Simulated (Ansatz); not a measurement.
# Direct or indirect: NaF (Fm-3m)

```
Na F
1.0
     0.00000    2.32000    2.32000
     2.32000    0.00000    2.32000
     2.32000    2.32000    0.00000
Na F
1 1
Direct
  0.00000 0.00000 0.00000
  0.50000 0.50000 0.50000
```

Method: Ansatz, PBE, independent particles, without spin-orbit coupling, line width 0.15 eV (Gaussian). The band structure gives a fundamental gap of 6.29 eV. The spectrum of vertical transitions near the edge:

| E (eV) | Im ε, E ∥ xyz |
| --- | --- |
| 5.82 | 0.00 |
| 5.94 | 0.00 |
| 6.06 | 0.00 |
| 6.18 | 0.02 |
| 6.30 | 0.10 |
| 6.42 | 0.22 |
| 6.54 | 0.32 |
| 6.66 | 0.39 |
| 6.78 | 0.44 |
| 6.90 | 0.49 |
| 7.02 | 0.52 |
| 7.14 | 0.55 |
| 7.26 | 0.57 |
| 7.38 | 0.60 |
| 7.50 | 0.61 |

(1) Is the gap direct or indirect, and about where do vertical transitions set in?

Answers

(1) Direct: the band path has its least direct gap at the fundamental one, 6.29 eV, and the curves rise from there. Lines are broadened by 0.15 eV, which spreads the edge.

[Logs are printed without paths, hosts, clocks, repeated set-up lines and the standing remarks that a program may print on its own settings, such as how far it seeks lower states.]
